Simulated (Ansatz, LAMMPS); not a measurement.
# Amorphous 86HfO2-14SiO2 (mol %) (84 atoms): geometry optimisation

Wanted: the relaxed structure of amorphous 86HfO2-14SiO2 (mol %) (84 atoms) and its electronic structure.

Calculated with Ansatz 0.2.0; Kohn-Sham DFT, PBE, PAW (set soft_2), plane waves.

## 1. The system as given

The cell holds 84 atoms: 24 Hf, 4 Si and 56 O. Its edges and angles: a = 10.532 Å, b = 10.532 Å, c = 10.532 Å, α = 90.0°, β = 90.0°, γ = 90.0°. 84 atoms (24 Zr, 4 Si, 56 O) placed at random at 4.54 g/cm³, melted at 5000 K for 10 ps at fixed volume with the Morse and Coulomb pair potential with partial charges (Pedone, Malavasi, Menziani, Cormack and Segre, J. Phys. Chem. B 110, 11780 (2006)). Quenched from 5000 K to 300 K at 50 K/ps and fixed volume, held 5 ps, then minimised at fixed cell. Then Zr was replaced by Hf (the potential has no terms for the new elements, so the cell is a start for a DFT relaxation).

Before any run, some limits are plain. The quench rate of 50 K/ps far exceeds what a furnace or splat quench reaches, so expect more defects and frozen-in strain than in a real sample. The network of bonds at the start is that of the classical potential that made the cell. Only the Γ point is sampled in the main run, in a cell whose shortest periodic width is 11 Å. No spin–orbit coupling is included, so levels derived from the heavy atoms are approximate.

## 2. How the cell was made

A classical potential makes the cell, at a small fraction of what the same run would cost in DFT.

This step: classical MD, Morse and Coulomb pair potential with partial charges (Pedone, Malavasi, Menziani, Cormack and Segre, J. Phys. Chem. B 110, 11780 (2006)) (LAMMPS 22 Jul 2025 - Update 4).

Contents of in.lmp:

```
# melt-quench of Zr24Si4O56
units metal
atom_style charge
boundary p p p
region box block 0 10.5321 0 10.5321 0 10.5321
create_box 3 box
mass 1 91.2240   # Zr
mass 2 28.0850   # Si
mass 3 15.9990   # O
create_atoms 1 random 24 39639 NULL overlap 1.5 maxtry 2000
create_atoms 2 random 4 39646 NULL overlap 1.5 maxtry 2000
create_atoms 3 random 56 39653 NULL overlap 1.5 maxtry 2000
pair_style hybrid/overlay pedone 5.5 coul/long 8.0
pair_coeff * * coul/long
pair_coeff 1 3 pedone 0.206237 2.479675 2.436997 1   # Zr-O
pair_coeff 2 3 pedone 0.340554 2.006700 2.100000 1   # Si-O
pair_coeff 3 3 pedone 0.042395 1.379316 3.618701 22   # O-O
set type 1 charge 2.4
set type 2 charge 2.4
set type 3 charge -1.2
kspace_style pppm 1.0e-4
neigh_modify delay 0 every 1 check yes
thermo_style custom step time temp pe press density
thermo_modify norm yes
timestep 0.002
thermo 100
min_style cg
minimize 1e-4 1e-4 200 2000
reset_timestep 0
velocity all create 5000 39640 mom yes dist gaussian
fix lim all nve/limit 0.05
fix lan all langevin 5000 5000 0.2 39641 zero yes
thermo 500
run 1000 post no
# [... 10 lines left out ...]
thermo 1250
fix md all nvt temp 300 300 0.2
run 2500 post no
unfix md
thermo 100
min_style cg
minimize 0 1e-3 2000 20000
write_dump all custom glass.dump id type xs ys zs modify sort id
```

On the command line:

```sh
$ lmp -in in.lmp -log none -nocite
```

What it wrote:

```text
LAMMPS (22 Jul 2025 - Update 4)
Created orthogonal box = (0 0 0) to (10.5321 10.5321 10.5321)
Created 24 atoms
Created 4 atoms
Created 56 atoms
PPPM initialization ...
  G vector (1/distance) = 0.3855701
  grid = 12 12 12
  estimated relative force accuracy = 5.696814e-05
   Step          Time           Temp          PotEng         Press         Density
         0   0              0              0.9738206      1405033.6      4.5450265
        75   0.15           0             -15.339143     -23479.426      4.5450265
Loop time of 0.0946022 s on 1 MPI rank(s) for 75 steps with 84 atoms
Minimization stats:
  Stopping criterion = energy tolerance
  Energy initial, next-to-last, final =
     0.973820598490492  -15.3377547925251  -15.3391428485626
  Force two-norm initial, final = 372.77683 2.6011496
  Iterations, force evaluations = 75 100
   Step          Time           Temp          PotEng         Press         Density
         0   0              5000          -15.339143      25564.69       4.5450265
       500   1              2277.3917     -15.124944     -44148.085      4.5450265
      1000   2              2228.0504     -15.162597     -5480.7738      4.5450265
Loop time of 0.439295 s on 1 MPI rank(s) for 1000 steps with 84 atoms
   Step          Time           Temp          PotEng         Press         Density
[... 2 lines left out ...]
      2499   4.998          5075.323      -14.768402      47105.738      4.5450265
      3332   6.664          4415.9221     -14.741439      31153.807      4.5450265
      4165   8.33           5284.2174     -14.791893      89423.826      4.5450265
      4998   9.996          5321.0122     -14.771524      82637.786      4.5450265
      5831   11.662         4709.7168     -14.725937      22605.58       4.5450265
[... 1 line left out ...]
Loop time of 2.18606 s on 1 MPI rank(s) for 5000 steps with 84 atoms
   Step          Time           Temp          PotEng         Press         Density
[... 12 lines left out ...]
Loop time of 19.5557 s on 1 MPI rank(s) for 47000 steps with 84 atoms
   Step          Time           Temp          PotEng         Press         Density
[... 2 lines left out ...]
     55000   110            305.24117     -15.521963     -59854.456      4.5450265
     55500   111            254.07146     -15.51173      -56943.545      4.5450265
Loop time of 0.975941 s on 1 MPI rank(s) for 2500 steps with 84 atoms
   Step          Time           Temp          PotEng         Press         Density
     55500   111            254.07146     -15.51173      -56943.545      4.5450265
     55509   111.018        254.07146     -15.5561       -67799.119      4.5450265
Loop time of 0.0257445 s on 1 MPI rank(s) for 9 steps with 84 atoms
Minimization stats:
  Stopping criterion = linesearch alpha is zero
  Energy initial, next-to-last, final =
     -15.5117297050534  -15.5560996411542  -15.5560996411542
  Force two-norm initial, final = 13.605091 0.89253948
  Iterations, force evaluations = 9 53
```

Wall time 23 s (1 thread of Intel Xeon at 2.60GHz (Ice Lake), shared host); peak memory 0.071 GiB.

## 3. Single point at the start

A single point comes first, to see the forces before anything moves.

Contents of input.yaml:

```yaml
crystal:
  lattice:
    - [10.5321, 0.0, 0.0]
    - [0.0, 10.5321, 0.0]
    - [0.0, 0.0, 10.5321]
  atoms:
    - { symbol: Hf, position: [0.74508, 0.26436, 0.58417] }
    - { symbol: Hf, position: [0.98773, 0.98075, 0.40539] }
    - { symbol: Hf, position: [0.91271, 0.86059, 0.08269] }
    - { symbol: Hf, position: [0.55703, 0.9206, 0.06876] }
    - { symbol: Hf, position: [0.34934, 0.531, 0.62655] }
    - { symbol: Hf, position: [0.39295, 0.66071, 0.92017] }
    - { symbol: Hf, position: [0.9704, 0.06372, 0.77701] }
    - { symbol: Hf, position: [0.22938, 0.45217, 0.19962] }
    - { symbol: Hf, position: [0.07472, 0.64879, 0.36872] }
    - { symbol: Hf, position: [0.12362, 0.75617, 0.66398] }
    - { symbol: Hf, position: [0.23388, 0.34084, 0.91209] }
    - { symbol: Hf, position: [0.90992, 0.49784, 0.05344] }
    - { symbol: Hf, position: [0.0293, 0.14535, 0.13233] }
    - { symbol: Hf, position: [0.25331, 0.99068, 0.91038] }
    - { symbol: Hf, position: [0.43019, 0.22328, 0.64357] }
    - { symbol: Hf, position: [0.60876, 0.66285, 0.20299] }
    - { symbol: Hf, position: [0.24419, 0.83442, 0.18764] }
    - { symbol: Hf, position: [0.85207, 0.40623, 0.31405] }
    - { symbol: Hf, position: [0.10835, 0.25044, 0.49513] }
    - { symbol: Hf, position: [0.93747, 0.42668, 0.76218] }
    - { symbol: Hf, position: [0.51748, 0.19233, 0.09876] }
    - { symbol: Hf, position: [0.59607, 0.42014, 0.90198] }
    - { symbol: Hf, position: [0.59786, 0.97637, 0.77305] }
    - { symbol: Hf, position: [0.61496, 0.99136, 0.41045] }
    - { symbol: Si, position: [0.28975, 0.98016, 0.47943] }
    - { symbol: Si, position: [0.8456, 0.59653, 0.57648] }
    - { symbol: Si, position: [0.51846, 0.38568, 0.36912] }
    - { symbol: Si, position: [0.5933, 0.74478, 0.52835] }
    - { symbol: O, position: [0.15429, 0.15903, 0.86281] }
    - { symbol: O, position: [0.26269, 0.65312, 0.76531] }
    - { symbol: O, position: [0.91345, 0.3103, 0.15078] }
    - { symbol: O, position: [0.62398, 0.7838, 0.37602] }
    - { symbol: O, position: [0.71641, 0.81432, 0.11255] }
    - { symbol: O, position: [0.42151, 0.97154, 0.41327] }
    - { symbol: O, position: [0.45047, 0.79211, 0.17001] }
    - { symbol: O, position: [0.07417, 0.14927, 0.32867] }
    - { symbol: O, position: [0.15277, 0.98958, 0.09309] }
    - { symbol: O, position: [0.03058, 0.50901, 0.2213] }
    - { symbol: O, position: [0.01131, 0.80012, 0.49423] }
    - { symbol: O, position: [0.95845, 0.62062, 0.68038] }
    - { symbol: O, position: [0.94146, 0.03436, 0.97569] }
    - { symbol: O, position: [0.41418, 0.06309, 0.76621] }
    - { symbol: O, position: [0.48385, 0.54001, 0.78801] }
    - { symbol: O, position: [0.44897, 0.38108, 0.5104] }
    - { symbol: O, position: [0.90534, 0.56334, 0.43709] }
    - { symbol: O, position: [0.0385, 0.78545, 0.2253] }
    - { symbol: O, position: [0.93616, 0.6854, 0.00026] }
    - { symbol: O, position: [0.27649, 0.80504, 0.98926] }
    - { symbol: O, position: [0.04823, 0.42368, 0.92193] }
    - { symbol: O, position: [0.6498, 0.32904, 0.06843] }
    - { symbol: O, position: [0.58338, 0.88226, 0.59667] }
    - { symbol: O, position: [0.24039, 0.64488, 0.25645] }
    - { symbol: O, position: [0.77524, 0.54846, 0.1989] }
    - { symbol: O, position: [0.8004, 0.01854, 0.45376] }
    - { symbol: O, position: [0.79336, 0.4662, 0.89335] }
    - { symbol: O, position: [0.28253, 0.13723, 0.52811] }
    - { symbol: O, position: [0.19481, 0.3881, 0.38063] }
    - { symbol: O, position: [0.45763, 0.29257, 0.26434] }
    - { symbol: O, position: [0.51784, 0.52234, 0.30736] }
    - { symbol: O, position: [0.07976, 0.37289, 0.64298] }
    - { symbol: O, position: [0.1917, 0.61998, 0.52834] }
    - { symbol: O, position: [0.60067, 0.29619, 0.73381] }
    - { symbol: O, position: [0.18189, 0.28434, 0.10096] }
    - { symbol: O, position: [0.39501, 0.03839, 0.04901] }
    - { symbol: O, position: [0.79177, 0.9817, 0.75139] }
    - { symbol: O, position: [0.28648, 0.5115, 0.01583] }
    - { symbol: O, position: [0.58762, 0.14267, 0.54498] }
    - { symbol: O, position: [0.42766, 0.30283, 0.95852] }
    - { symbol: O, position: [0.03598, 0.07663, 0.58092] }
    - { symbol: O, position: [0.67271, 0.3537, 0.40038] }
    - { symbol: O, position: [0.47755, 0.65809, 0.54818] }
    - { symbol: O, position: [0.90759, 0.29023, 0.46131] }
    - { symbol: O, position: [0.26008, 0.88576, 0.5907] }
    - { symbol: O, position: [0.51706, 0.83256, 0.89107] }
    - { symbol: O, position: [0.31511, 0.35797, 0.72945] }
    - { symbol: O, position: [0.79654, 0.45667, 0.62401] }
    - { symbol: O, position: [0.61664, 0.06632, 0.9527] }
    - { symbol: O, position: [0.87689, 0.23672, 0.73613] }
    - { symbol: O, position: [0.19434, 0.93002, 0.3642] }
    - { symbol: O, position: [0.5487, 0.58763, 0.02542] }
    - { symbol: O, position: [0.59392, 0.04784, 0.21901] }
    - { symbol: O, position: [0.10156, 0.9094, 0.79531] }
    - { symbol: O, position: [0.72646, 0.68248, 0.57068] }
    - { symbol: O, position: [0.9135, 0.00103, 0.22034] }
kpoints:
  mp_grid: { grid: [1, 1, 1] }
hamiltonian:
  xc: pbe
scf:
  occupations: { method: fermi_dirac, width: 0.025 }
output:
  forces: true
```

On the command line:

```sh
$ ansatz run input.yaml --threads 4 --pin off --max-ram 8192MiB --backend cpu --events-out ev --progress --plain --runs-dir out
```

What it wrote:

```text
Engine: ansatz 0.2.0, x86_64-unknown-linux-gnu
Pseudopotentials: kind: paw
Pseudopotential: Hf, paw, valence charge 26, recommended cutoff 420 eV (normal), Hf.paw.azcp
Pseudopotential: Si, paw, valence charge 4, recommended cutoff 420 eV (normal), Si.paw.azcp
Pseudopotential: O, paw, valence charge 6, recommended cutoff 420 eV (normal), O.paw.azcp
[... 5 lines on functional and potentials left out ...]
Crystal: 84 atoms, lattice volume = 1168.275 Å³
Basis set: ecut = 420 eV, 22887 PW (Γ), exchange–correlation on 144×144×144 points (8 copies of the dense FFT grid, shifted against one another)
Bands: 572, of which v1, the nominal top of the filled ones, is band 488 counted from 1 (487 counted from 0)
Symmetry: 1 space group operations
Space group: P1 (ITA 1), of the structure as read, at distance tolerance 1.1e-4 Å
k-points: 1
[... 7 lines on functional and potentials left out ...]
Initial density: superposition of atomic densities (neutral atoms: chi_scale 0, normalization atom), corrected by the library's trained network
Initial wavefunctions: pseudopotential atomic-orbital guess
Functional: x = pbe(κ = 0.804, μ = 0.219515), c = pbe(β = 0.066725)
SCF iter   1: F=—  HF=-411757.794740 eV  |F-HF|=—  |Δ(HF+E_count)|=         —  Δρ=4.17e-3  dr2=1.97e-1  ethr=1.77e-3  ⟨swp⟩=6.0  Hψ=2033  notcnv=0  defer=53
preconditioner: auto → Resta (q_TF=auto, 2.648 Å⁻¹)  ε∞=4.9  [insulator: Δε(μ)=3.241 eV  Ē_g=16.846 eV  σ=0.025 eV  W_gap=1.00  n_scr=364 (ndim 8)  ℏωp=33.1 eV  f_vac=0.153  D(μ)=0.00/eV (n_scr^D=0)  ε∞_Penn≈4.9]
SCF iter   2: F=—  HF=-411757.777120 eV  |F-HF|=—  |Δ(HF+E_count)|=   1.76e-2  Δρ=2.05e-3  dr2=3.69e-2  ethr=2.01e-5  ⟨swp⟩=2.0  Hψ=1002  notcnv=0  defer=79
SCF iter   3: F=—  HF=-411757.777691 eV  |F-HF|=—  |Δ(HF+E_count)|=   5.71e-4  Δρ=9.52e-4  dr2=1.30e-2  ethr=3.78e-6  ⟨swp⟩=2.0  Hψ=832  notcnv=0  defer=73
automatic band count: iteration 3 solves 566 bands in place of 572: the levels show a gap, and the empty bands left out lie too high to hold charge; the band table lists the bands solved (type scf.n_extra_bands for more)
SCF iter   4: F=—  HF=-411757.778296 eV  |F-HF|=—  |Δ(HF+E_count)|=   6.04e-4  Δρ=2.95e-4  dr2=1.44e-3  ethr=1.33e-6  ⟨swp⟩=3.0  Hψ=841  notcnv=0  defer=73
SCF iter   5: F=—  HF=-411757.778186 eV  |F-HF|=—  |Δ(HF+E_count)|=   1.09e-4  Δρ=1.69e-4  dr2=3.96e-4  ethr=1.48e-7  ⟨swp⟩=2.0  Hψ=980  notcnv=0  defer=73
SCF iter   6: F=—  HF=-411757.778252 eV  |F-HF|=—  |Δ(HF+E_count)|=   6.55e-5  Δρ=6.59e-5  dr2=6.83e-5  ethr=4.06e-8  ⟨swp⟩=2.0  Hψ=835  notcnv=0  defer=73
SCF iter   7: F=—  HF=-411757.780441 eV  |F-HF|=—  |Δ(HF+E_count)|=   2.19e-3  Δρ=3.55e-5  dr2=1.72e-5  ethr=6.99e-9  ⟨swp⟩=2.0  Hψ=1053  notcnv=0  defer=73
SCF iter   8: F=—  HF=-411757.780447 eV  |F-HF|=—  |Δ(HF+E_count)|=   5.18e-6  Δρ=1.20e-5  dr2=2.67e-6  ethr=1.76e-9  ⟨swp⟩=2.0  Hψ=980  notcnv=0  defer=73
SCF iter   9: F=—  HF=-411757.780449 eV  |F-HF|=—  |Δ(HF+E_count)|=   2.19e-6  Δρ=8.34e-6  dr2=8.47e-7  ethr=2.74e-10  ⟨swp⟩=2.0  Hψ=980  notcnv=0  defer=73
SCF iter  10: F=—  HF=-411757.780449 eV  |F-HF|=—  |Δ(HF+E_count)|=   1.65e-7  Δρ=2.76e-6  dr2=1.23e-7  ethr=8.68e-11  ⟨swp⟩=2.0  Hψ=885  notcnv=0  defer=73
SCF iter  11: F=-411757.780449 eV  HF=-411757.780449 eV  |F-HF|=3.01e-8  |Δ(HF+E_count)|=   1.10e-7  Δρ=2.39e-6  dr2=6.40e-8  ethr=1.02e-11  ⟨swp⟩=4.0  Hψ=1869  notcnv=0
SCF 1 converged in 11 iterations: F = -411757.780449 eV  dr2 = 6.40e-8
  greatest PAW one-centre occupation: 0.999 electrons in one spin orbital (limit 2), on the Hf atom at site 15 (counted from 0), in its partial waves of l = 0
SCF converged after 11 iterations
Free energy (F): -411757.780449 eV
Harris-Foulkes:  -411757.780449 eV  (|F-HF|=3.01e-8)
Internal energy: -411757.780449 eV  (E = F + TS)
E sigma→0 (E₀):  -411757.780449 eV
Fermi energy:    11.499291 eV
--- Per-component energies (eV) ---
  E_band       = -4160.804151
  E_kinetic    = 19981.961637
  E_local      = -188204.013535  (includes V_loc(G=0)·N_el)
  E_nonlocal   = -27060.871948
  E_hartree    = 85342.080590
  E_xc         = -11514.152644
  E_vxc        = -11794.658443  (∫ρ·V_xc dr)
  E_paw        = -177135.429052  (= ΣΔE_a)
  E_vpaw       = 32232.479588  (= ΣTr[D̂ρ^β])
  E_aug_tail   = 0.138160  (compensation charges beyond the density's cutoff)
  E_ewald      = -113167.493656
  E_smearing   = -0.000000  (= −TS)
  E_closure    = 0.000000  (closes the sum)
  Σ components = -411757.780449   (vs F -411757.780449, Δ=0.00e0)
--- Forces (eV/Å), atoms counted from 1 ---
  atom   1  Hf     0.09198612    -0.26471009     0.18166043
  atom   2  Hf    -1.16618537     0.19867219     0.48690920
  atom   3  Hf    -0.20564802    -0.27297632    -0.16158268
  atom   4  Hf     0.27727020     0.26611829    -0.58416776
  atom   5  Hf     0.59376461     1.31592818    -0.12092100
  atom   6  Hf     0.72267053    -0.41284028     0.42163399
  atom   7  Hf    -1.51677205    -0.67934484    -0.34168678
  atom   8  Hf    -0.62281367    -0.67426456     1.27639653
  atom   9  Hf     0.34155988     0.81688429     0.34228043
  atom  10  Hf     1.18247482     1.14270498    -1.21047700
  atom  11  Hf     0.47067709    -0.41723456     0.38859389
  atom  12  Hf    -0.19688685     1.90582552    -1.65034333
  atom  13  Hf    -0.12336680    -0.33563953     0.73833233
  atom  14  Hf     0.58088557     0.51663454     0.47013195
[...]
atom  83  O     -0.25656557     0.79441787     0.59125676
  atom  84  O      0.46242307     0.16249954    -0.05835127
  max |Σ_I F_I| component: 1.05e-4 eV/Å
```

The job ended after 14 s (4 threads of Intel Xeon at 2.60GHz (Ice Lake), shared host; peak memory 2 GiB; 52 s of CPU time).

The column dr2 measures how far the density is from self-consistency, as an energy; F and HF (Harris–Foulkes) agree once it is small.

Read from the output:

```
free energy            : -411757.7804 eV
free energy per atom   : -4901.8783 eV/atom
SCF cycles             : 11
r.m.s. force component : 0.6799 eV/Å
longest force          : 3.568 eV/Å
Fermi energy           : 11.5 eV
```

The r.m.s. force component of 0.68 eV/Å sets the starting point.

Neighbours are counted within 2.82 Å (O-Hf), 2.12 Å (O-Si).

Length of the force by element and coordination:

| element | coordination | atoms | mean length of the force (eV/Å) | spread | least | most |
| --- | --- | --- | --- | --- | --- | --- |
| Hf | all | 24 | 1.24 | 0.638 | 0.285 | 2.64 |
| Hf | 5 | 3 | 1.10 | 0.518 | 0.378 | 1.57 |
| Hf | 6 | 21 | 1.26 | 0.651 | 0.285 | 2.64 |
| O | all | 56 | 0.808 | 0.688 | 0.110 | 3.57 |
| O | 2 | 12 | 1.56 | 1.08 | 0.272 | 3.57 |
| O | 3 | 43 | 0.604 | 0.292 | 0.110 | 1.40 |
| O | 4 | 1 | 0.475 | 0 | 0.475 | 0.475 |
| Si | all | 4 | 1.24 | 0.337 | 0.909 | 1.80 |

[end of part 1 of 4]

[Long decimals in the printed logs are rounded to 6 places.]

[Logs are printed without paths, hosts, clocks, repeated set-up lines and the standing remarks that a program may print on its own settings, such as how far it seeks lower states.]

[Hosts, paths, dates, database ids (printed as entryN), source tags and the programs' standing remarks are cut or masked in the printed files.]

[A walk said to have stopped at its limit may instead have ended on an SCF cycle that didn't converge.]
